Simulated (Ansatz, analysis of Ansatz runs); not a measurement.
# Can an added hole hop between Cr atoms in NaCrF4 (P2_1/c)?, part 2 of 2

Question: does an added hole stay on the Cr atom where it is started in NaCrF4 (P2_1/c), and if so, how high is the barrier for a hop to another Cr site nearby? Model: a cell of 48 host atoms.

Ansatz 0.2.0; plane-wave PAW DFT, PBEsol+U; relaxation of all atoms of a supercell at fixed charge in a uniform background; PAW set soft_1.

So far. Step 2 (The cell without the carrier): The largest displacement from an ideal site is 0.012 Å. Step 3 (The hole on the first site): The largest changes of the moments are 0.67 μB on Cr16, 0.04 μB on F18 and 0.03 μB on F46. The largest part sits on the chosen site.

### Step 4. The hole on the second site

The same start is made on the second site, to get the end of the hop.

B.relax/input.yaml

```yaml
crystal:
  lattice:
    - [-1.38301306, 5.32433628, 7.27320728]
    - [6.45199145, 0.0, 7.25991525]
    - [7.83500451, 5.32433628, -0.01329203]
  atoms:
    - { symbol: Na, position: [0.011702, 0.873902, 0.766916] }
    - { symbol: Na, position: [0.512452, 0.372945, 0.26658] }
[... 10 atom lines left out ...]
    - { symbol: Cr, position: [0.436248, 0.862252, 0.306011], spin: -2.0 }
[... 2 atom lines left out ...]
    - { symbol: Cr, position: [0.805482, 0.39564, 0.436498], spin: -3.0 }
[... 3 atom lines left out ...]
    - { symbol: F, position: [0.541945, 0.829959, 0.466611] }
[... 16 atom lines left out ...]
    - { symbol: F, position: [0.375407, 0.686886, 0.480952] }
[... 8 atom lines left out ...]
    - { symbol: F, position: [0.796866, 0.40675, 0.637595] }
[... 1 atom line left out ...]
    - { symbol: F, position: [0.626896, 0.669257, 0.297291] }
total_charge: 1
basis:
  ecutwfc: 420
  xc_grid: 2
hamiltonian:
  xc: pbesol
  hubbard:
    sites: [{ species: Cr, l: d, u_eff: 5.0 }]
    projectors: ortho-atomic
  pseudopotentials: { kind: paw, azcp: { folder: soft_1 }, xc_functional: pbe }
kpoints:
  mp_grid: { grid: [1, 1, 1] }
magnetization:
  spin_polarized: true
  initial_magnetization: 1
  spin_locking: { lock_magnetization: hard }
scf:
  occupations: { method: fermi_dirac, width: 0.01 }
  max_iter: 120
  lower_state_search: "off"
output:
  forces: true
relax:
  f_tol: 0.015
  max_steps: 70
  escape_saddle: false
checkpoint:
  write: "../B.relax.run"
  compress: false
  write_wavefunctions: true
  write_every: 100000
```

Started as:

```bash
$ ansatz run input.yaml --threads 4 --pin off --max-ram 9420MiB --backend cpu --events-out ev --progress --plain --runs-dir out
```

Numbers of over 12 decimals in the logs are rounded to 6 here.

Output:

```text
[...]
Crystal: 48 atoms, lattice volume = 606.625 Å³
Basis set: ecut = 420 eV, 11847 PW (Γ), exchange–correlation on 128×144×128 points (8 copies of the dense FFT grid, shifted against one another)
Bands: 252, of which v1, the nominal top of the filled ones, is band 204 counted from 1 (203 counted from 0)
Symmetry: 1 space group operations
[...]
k-points: 1
[...]
Starting moments: Σ|m| = 23 μB on 8 of 48 sites
[...]
SCF iter   1: F=—  HF=-64261.362514 eV  |F-HF|=—  |Δ(HF+E_count)|=         —  Δρ=1.05e-1 (↑1.05e-1 ↓1.05e-1)  dr2=2.21e2  dr2_m=5.12e0  M=1.000 μB ∫|m|=30.713 μB  β_m=0.30  ethr=3.10e-3  ⟨swp⟩=5.5  Hψ=1671  notcnv=0  defer=44
[...]
F+E_penalty+E_count = -64236.88015630 eV   max|allowed force component| = 1.237e-2 eV/Å
  atoms:
    - { symbol: Na, position: [0.012061, 0.877405, 0.765874] }
    - { symbol: Na, position: [0.509617, 0.373173, 0.264348] }
    [... 10 atoms left out ...]
    - { symbol: Cr, position: [0.437483, 0.859311, 0.307815] }
    [... 2 atoms left out ...]
    - { symbol: Cr, position: [0.803618, 0.396276, 0.436558] }
    [... 3 atoms left out ...]
    - { symbol: F, position: [0.549563, 0.825909, 0.466045] }
    [... 5 atoms left out ...]
    - { symbol: F, position: [0.795663, 0.394967, 0.241033] }
    [... 7 atoms left out ...]
    - { symbol: F, position: [0.626954, 0.323404, 0.509304] }
    [... 1 atom left out ...]
    - { symbol: F, position: [0.505074, 0.035495, 0.133988] }
    - { symbol: F, position: [0.378616, 0.677090, 0.487539] }
    [... 2 atoms left out ...]
    - { symbol: F, position: [0.983392, 0.466262, 0.371619] }
    [... 5 atoms left out ...]
    - { symbol: F, position: [0.798422, 0.405294, 0.637377] }
    [... 1 atom left out ...]
    - { symbol: F, position: [0.629578, 0.668909, 0.296721] }
[key lines of the parts left out:]
SCF converged after 8 iterations
Magnetization: 1.0000 μB (204.0000 up, 203.0000 down)
Free energy (F): -64236.880156 eV
Fermi energy:    2.694833 (↑ 3.710438, ↓ 2.635180) eV
```

It took 83 s on 4 threads of Arm Neoverse V2, shared host; peak memory 1.2 GiB.

Distances from Cr13 without and with the hole:

```tsv
atom	without (Å)	with (Å)
F20	1.86	1.78
F27	1.88	1.79
F48	1.95	1.85
F45	1.97	1.86
F36	1.94	1.89
F37	1.95	1.89
```

The largest changes of the moments are 0.67 μB on Cr13, 0.04 μB on F20 and 0.03 μB on F48. The largest part sits on the chosen site.

### Step 5. Points on the line between the two structures

All atoms move on the straight line between the two relaxed structures, 3.21 amu^1/2 Å long in mass-weighted terms. Each point starts from the state of the point before, once from either end, so that both localised states can be followed; the midpoint is also started with the carrier shared.

A.x0500/input.yaml

```yaml
crystal:
  lattice:
    - [-1.38301306, 5.32433628, 7.27320728]
    - [6.45199145, 0.0, 7.25991525]
    - [7.83500451, 5.32433628, -0.01329203]
  atoms:
    - { symbol: Na, position: [0.014177, 0.8707, 0.769798] }
    - { symbol: Na, position: [0.50621, 0.374582, 0.26078] }
[... 10 atom lines left out ...]
    - { symbol: Cr, position: [0.43553, 0.861194, 0.308624], spin: -3.0 }
[... 2 atom lines left out ...]
    - { symbol: Cr, position: [0.80535, 0.395908, 0.437328], spin: -2.0 }
[... 3 atom lines left out ...]
    - { symbol: F, position: [0.544276, 0.830695, 0.472173] }
[... 16 atom lines left out ...]
    - { symbol: F, position: [0.375854, 0.676516, 0.489331] }
[... 8 atom lines left out ...]
    - { symbol: F, position: [0.79715, 0.405266, 0.633698] }
[... 1 atom line left out ...]
    - { symbol: F, position: [0.639655, 0.657928, 0.306606] }
total_charge: 1
basis:
  ecutwfc: 420
  xc_grid: 2
hamiltonian:
  xc: pbesol
  hubbard:
    sites: [{ species: Cr, l: d, u_eff: 5.0 }]
    projectors: ortho-atomic
  pseudopotentials: { kind: paw, azcp: { folder: soft_1 }, xc_functional: pbe }
kpoints:
  mp_grid: { grid: [1, 1, 1] }
magnetization:
  spin_polarized: true
  initial_magnetization: 1
  spin_locking: { lock_magnetization: hard }
scf:
  occupations: { method: fermi_dirac, width: 0.01 }
  max_iter: 120
  lower_state_search: "off"
output:
  forces: true
  eigenvalues: true
  eigenstates: { localisation: true }
  write_density: true
  write_potential: true
  volumetric_format: npy
checkpoint:
  read: "../A.x0375.run"
  write: "../A.x0500.run"
  compress: false
  write_wavefunctions: true
  write_every: 100000
```

Output:

```text
[...]
Warning: checkpoint.read: the run can stay near the saved state's solution: 48 site(s) moved relative to the saved geometry (max |Δs| = 3.269e-3 fractional); [...]
[...]
Crystal: 48 atoms, lattice volume = 606.625 Å³
Basis set: ecut = 420 eV, 11847 PW (Γ), exchange–correlation on 128×144×128 points (8 copies of the dense FFT grid, shifted against one another)
Bands: 252, of which v1, the nominal top of the filled ones, is band 204 counted from 1 (203 counted from 0)
Symmetry: 1 space group operations
[...]
k-points: 1
[...]
Starting moments: Σ|m| = 23 μB on 8 of 48 sites; this step starts from the density that it was given
[...]
SCF iter  21: F=-64236.811794 eV  HF=-64236.811794 eV  |F-HF|=7.80e-8  |Δ(HF+E_count)|=   5.68e-9  Δρ=3.11e-6 (↑7.28e-7 ↓3.11e-6)  dr2=9.83e-8  dr2_m=1.27e-8  M=1.000 μB ∫|m|=24.784 μB  ethr=2.46e-11  ⟨swp⟩=5.5  Hψ=2650  notcnv=0
SCF 1 converged in 21 iterations: F = -64236.811794 eV  dr2 = 9.83e-8
[...]
SCF converged after 21 iterations
[...]
Magnetization: 1.0000 μB (204.0000 up, 203.0000 down)
Absolute magnetization: 24.8404 μB (∫|ρ↑−ρ↓|, with the PAW one-centre terms)
[...]
Per-site moments (μB) at R_I (Å): [(0.000320192, 0.929352), (0.000327916, 0.915953), (0.000303028, 0.914525), [... 45 left out ...]
Free energy (F): -64236.811794 eV
[...]
Internal energy: -64236.809957 eV  (E = F + TS)
E sigma→0 (E₀):  -64236.810876 eV
Entropy (-TS):   -0.001837 eV (-0.038 meV/atom)
Fermi energy:    2.486434 (↑ 4.386494, ↓ 2.392538) eV
[...]
--- Forces (eV/Å), atoms counted from 1 ---
  atom   1  Na    -0.00053937    -0.00952283    -0.00769368
  atom   2  Na     0.01021470     0.02008387    -0.00381803
  [... 10 atoms left out ...]
  atom  13  Cr    -0.25962070     0.11603333    -0.01801651
  [... 2 atoms left out ...]
  atom  16  Cr     0.08276191    -0.28204885     0.08498203
  [... 3 atoms left out ...]
  atom  20  F      0.07871351     0.04944955     0.03119401
  [... 5 atoms left out ...]
  atom  26  F     -0.13725367    -0.01091771    -0.01592519
  [... 7 atoms left out ...]
  atom  34  F      0.00325702     0.01607965    -0.06864659
  [... 2 atoms left out ...]
  atom  37  F      0.03274168    -0.00378863    -0.09124178
  [... 2 atoms left out ...]
  atom  40  F     -0.02407857     0.01603997     0.05566501
  [... 4 atoms left out ...]
  atom  45  F     -0.17176310    -0.07890994    -0.03162299
  atom  46  F      0.03738122     0.16716119     0.00866821
  [... 1 atom left out ...]
  atom  48  F      0.14003156     0.05701140    -0.02869015
  max |Σ_I F_I| component: 1.46e-4 eV/Å
--- Band table (eV) ---
[...]
Occupation matrices written to <dir>
```

Wall time 17 s (4 threads); peak memory 1.2 GiB; 67 s of CPU time.

From eigenstates.tsv, first k-point; energies on the run's zero. The participation number counts the atoms that a state is spread over, of 48; bands count from 0.

```tsv
spin	band	energy (eV)	occupation	participation	largest share on	share
down	197	1.891	1.00	10.8	Cr14	0.17
down	198	1.984	1.00	8.3	Cr15	0.22
down	199	2.058	1.00	10.6	Cr15	0.19
down	200	2.197	1.00	6.3	Cr14	0.23
down	201	2.331	1.00	6.7	Cr14	0.23
down	202	2.351	0.98	10.1	Cr13	0.18
down	203	2.433	0.02	5.7	Cr16	0.28
down	204	5.740	0.00	3.8	Cr13	0.36
down	205	5.926	0.00	6.3	Cr16	0.27
down	206	6.029	0.00	4.7	Cr13	0.33
down	207	6.250	0.00	7.6	Cr16	0.20
up	198	2.294	1.00	11.3	Cr12	0.14
up	199	2.357	1.00	13.7	Cr11	0.14
up	200	2.372	1.00	13.9	Cr11	0.13
up	201	2.519	1.00	9.7	Cr9	0.17
up	202	2.520	1.00	11.5	Cr10	0.13
up	203	2.540	1.00	9.1	Cr11	0.21
up	204	6.231	0.00	8.3	Cr12	0.17
up	205	6.468	0.00	8.7	Cr12	0.19
up	206	6.590	0.00	5.6	Cr10	0.28
up	207	6.592	0.00	5.6	Cr11	0.30
up	208	6.612	0.00	6.6	Cr9	0.23
```

Under PBEsol+U (5 eV) at the zone centre alone, the highest filled state is spin up, spread over 9 of 48 atoms, and the lowest empty one, 0.11 eV below it, is spin down, spread over 6 of 48 atoms.

Spin density in the ac plane at fractional y = 0.629, through the centre, with atoms of Na and Cr and F within 0.45 Å of it.

Ten even steps from '0' (-0.1 e/Å³) to '9' (3.1 e/Å³), each cell a mean:
```
00000000000000000000000000
00000000000000000000000000
00000000000000000000000000
00000000000000000000000000
00000000000000000000000000
00000000000000000000000000
00000000000000000000000000
00000000000000000000000000
00010000000000000000000000
00035420000000000000000000
00039930000000000000000000
00024520000000000000000000
00000110000000000000000000
00000000000000000000000000
00000000000000000000000000
00000000000000000000000000
00000000000000000000000000
24100000000000000000000000
49830000000000000000000001
38941000000000000000000000
01320000000000000000000000
00000000000000000000000000
00000000000000000000000000
00000000000000000000000000
```
Columns run along a (9.1 Å), rows up along c (9.5 Å). Atoms in or near the plane, at fractional coordinates: Na at (0.48, 0.74), Na at (0.74, 0.97), Cr at (0.06, 0.20), Cr at (0.20, 0.56), F at (0.48, 0.04), F at (0.95, 0.03), F at (0.74, 0.80), F at (0.20, 0.75), F at (0.38, 0.49), F at (0.20, 0.36), F at (0.64, 0.31).

Electrostatic potential energy in the ac plane at fractional y = 0.629, through the centre, with atoms of Na and Cr and F within 0.45 Å of it. With pseudopotentials it is smooth inside the atoms' cores, unlike the true potential.

Values in eV, 13 rows by 16 columns, each cell a mean:
```
  8  10   9  10  10  10  10   8   7   9   5 -19 -30  -4   8   7
 10  10   9   9  10   9   7   7   8   9   9   6   4   6   9  10
 10   9 -12 -18   5   8  -3 -24 -12   6   2 -19  -2   9  10  10
 10   8 -16 -32  -5   8  -4 -34 -30   3   7  -8   0   9   9  10
  6   1 -12 -12   3   8   7   1   1   7   9  10   9   9   8   5
  2 -10 -28 -28 -15  -3 -12   4   8   9  10  10  10   9   8  -1
  8   2 -18 -25 -11  -6 -27  -6   8   9  10  10  10  10  10  10
  9   8  -6  -9   5   8   7   8   8   6   2   8   9  10  10  10
  3   3 -21 -30   2  10  10  10   9  -8 -34 -14   9  10   9   7
-24 -24  -9   0   9  10  10  10  10   6 -11  -4   9   9   8  -3
-27 -26 -21   4   9  10  10  10  10  10   9   9   9  10   8  -3
-11 -12  -4   6   9  10   6 -16  -9   9   8   5   6   9   4 -13
-15   8   8   9  10  10   6 -25 -28   5   4 -22 -23   1   0 -28
```
Columns run along a (9.1 Å; values clipped at the 3rd and 97th percentile), rows up along c (9.5 Å). Atoms in or near the plane, at fractional coordinates: Na at (0.48, 0.74), Na at (0.74, 0.97), Cr at (0.06, 0.20), Cr at (0.20, 0.56), F at (0.48, 0.04), F at (0.95, 0.03), F at (0.74, 0.80), F at (0.20, 0.75), F at (0.38, 0.49), F at (0.20, 0.36), F at (0.64, 0.31).

Valence density in the ac plane at fractional y = 0.629, through the centre, with atoms of Na and Cr and F within 0.45 Å of it. It is the smooth field of the valence electrons, not physical close to the nuclei.

Ten steps, logarithmic in the rise over the least value, from '_' (0 e/Å³) to '@' (18 e/Å³), each cell a mean:
```
--::__________________..----::..__..**@@%%++....::--
..________________________..________::++++::________
____________________________________......__________
______..::::..________....______..::--::..__________
____..--****==::____::++**==..__::==**++--..________
____::++%%%%##--..__--%%@@%%==..::==****==::________
____..==##%%##==..__::##@@@@++....::====--..________
..__..::==++==::..____::++++::____....::....____....
::....--==--::....________..__________________..----
==::--**%%##++::::::--::..____________________::--==
--::--**@@@@##----++**++::____________________..::--
....::++##%%**----**##**--..____________________....
____..::--==--::::==**++--..________________________
____..::----::......::::....__......________________
____::==****==::____________..--====--..____________
__..::++##%%**--____________::++##%%++::____________
::::::--++**++::____________..==##%%**--..______....
++##**------::..______________::==++==::________..::
##@@@@##--..____________________..::....________..--
**@@@@##--..____________________________________..::
--****++::..________..::--::..________________..::--
==--::::..__________::++##**==..____________..--++**
**--..______________--**%%%%**::__..--==--....==##%%
**--..______________..==**##++::..::##%%%%--..::++##
```
Columns run along a (9.1 Å), rows up along c (9.5 Å). Atoms in or near the plane, at fractional coordinates: Na at (0.48, 0.74), Na at (0.74, 0.97), Cr at (0.06, 0.20), Cr at (0.20, 0.56), F at (0.48, 0.04), F at (0.95, 0.03), F at (0.74, 0.80), F at (0.20, 0.75), F at (0.38, 0.49), F at (0.20, 0.36), F at (0.64, 0.31).

Free energies from the first end:

```tsv
started from	fraction	energy (eV)	moment change on Cr16 (μB)	on Cr13 (μB)
first site	0	0.000	0.68	0.01
first site	0.125	0.017	0.62	0.04
first site	0.25	0.047	0.49	0.11
first site	0.375	0.063	0.37	0.18
first site	0.5	0.068	0.27	0.27
first site	0.625	0.064	0.19	0.36
second site	0.875	0.017	0.05	0.62
second site	0.75	0.048	0.12	0.48
second site	0.625	0.064	0.19	0.36
second site	0.5	0.068	0.27	0.27
second site	0.375	0.063	0.37	0.18
shared	0.5	0.068	0.27	0.27
second site	1	0.000	0.02	0.67
```

### Step 6. What came out

```
distance of the two sites without the carrier : 3.72 Å
```

**Reading.** The highest point of the line lies 0.07 eV above the first end, but there the hole is shared and partly spread further, so this is no barrier of a single pair, which may be higher, and the image-charge term need not cancel. No run compares the localised hole with one spread in the band, so its binding is unknown. The magnetic order was assumed and need not be the ground state. The total moment is locked, so a carrier of the other spin direction was not tried. The program's search for lower electronic states was switched off in all runs, so that each state is followed; none is shown to be the lowest at its structure. No image-charge correction is applied; it nearly cancels along the line while the charge stays localised. What this leaves open: sampling at the zone centre alone can move energies of charged and open-shell states by tenths of an eV or more in cells of this size; gap and trapping depend on the U chosen (Cr d 5.0 eV).

[Logs are printed without paths, hosts, clocks, repeated set-up lines and the standing remarks that a program may print on its own settings, such as how far it seeks lower states.]

[Hosts, paths, dates, database ids (printed as entryN), source tags and the programs' standing remarks are cut or masked in the printed files.]
